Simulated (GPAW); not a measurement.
**BN (F-43m): refractive index against wavelength**

The refractive index of BN (F-43m) below the direct gap (8.79 eV on the mesh) is read from one computed spectrum, n = √(Re ε).

Symmetry: F-43m, No. 216, cubic system. The conventional cell has a = 3.615 Å, b = 3.615 Å, c = 3.615 Å, α = 90.00°, β = 90.00°, γ = 90.00°. N on site c is surrounded by 4 B at 1.57 Å. Around B on site a lie 4 N at 1.57 Å.

Method: GPAW 26.7.0, PBE, RPA, k-mesh 16×16×16, local fields up to 60 eV, Lorentzian half width 0.2 eV.

Launch of the response step: `OMP_NUM_THREADS=1 python df.py`. The run took 14 s, its band step included, on 1 thread of Arm Neoverse V2, on a shared host.

```tsv
wavelength (nm)	photon energy E (eV)	n
532	2.331	2.1574
450	2.755	2.1698
405	3.061	2.1803
365	3.397	2.1934
308	4.025	2.2230
266	4.661	?
248	4.999	2.2847
```

In the single-oscillator model n² − 1 = E₀E_d/(E₀² − E²), so 1/(n² − 1) = E₀/E_d − E²/(E₀E_d) is linear in E².

Working, on the rows shown:

| x = E² (eV²) | y = 1/(n² − 1) |
| --- | --- |
| 5.43137 | 0.273645 |
| 7.59115 | 0.269685 |
| 9.37179 | 0.266403 |
| 11.5384 | 0.262398 |
| 16.2043 | 0.253696 |
| 24.9936 | 0.236975 |

Means: x̄ = 12.522, ȳ = 0.26047. Σ(x − x̄)(y − ȳ) = -0.4774, Σ(x − x̄)² = 254.6. Slope = -0.4774 / 254.6 = -0.001875; intercept = ȳ − slope · x̄ = 0.28395. Turned back into n, the line misses the rows shown by at most 0.00047.

Task: Fill in the last column of the withheld row.

Result: At x = 21.725 the line gives y = 0.24321, that is 2.2609. The run gave 2.2607, so the interpolation is off by 0.00021, 0.2 % of the range in the table.

Refitted with all rows, the slope is -0.001874 and the intercept 0.28394. These give E₀ = √(intercept/−slope) = 12.31 eV and E_d = E₀/intercept = 43.4 eV; E₀ is 1.4 times the direct gap. The electronic limit at long wavelengths, without lattice vibrations, is n = √(1 + 1/intercept) = 2.126. Excitons are left out; PBE gaps are as a rule too small. The values come from a sum over the points of one k-mesh and carry its error, which grows as the direct gap shrinks. The local-field cutoff holds few shells of reciprocal vectors for this small cell, so ε∞ can read a few per cent high.

[Logs are printed without paths, hosts, clocks, repeated set-up lines and the standing remarks that a program may print on its own settings, such as how far it seeks lower states.]
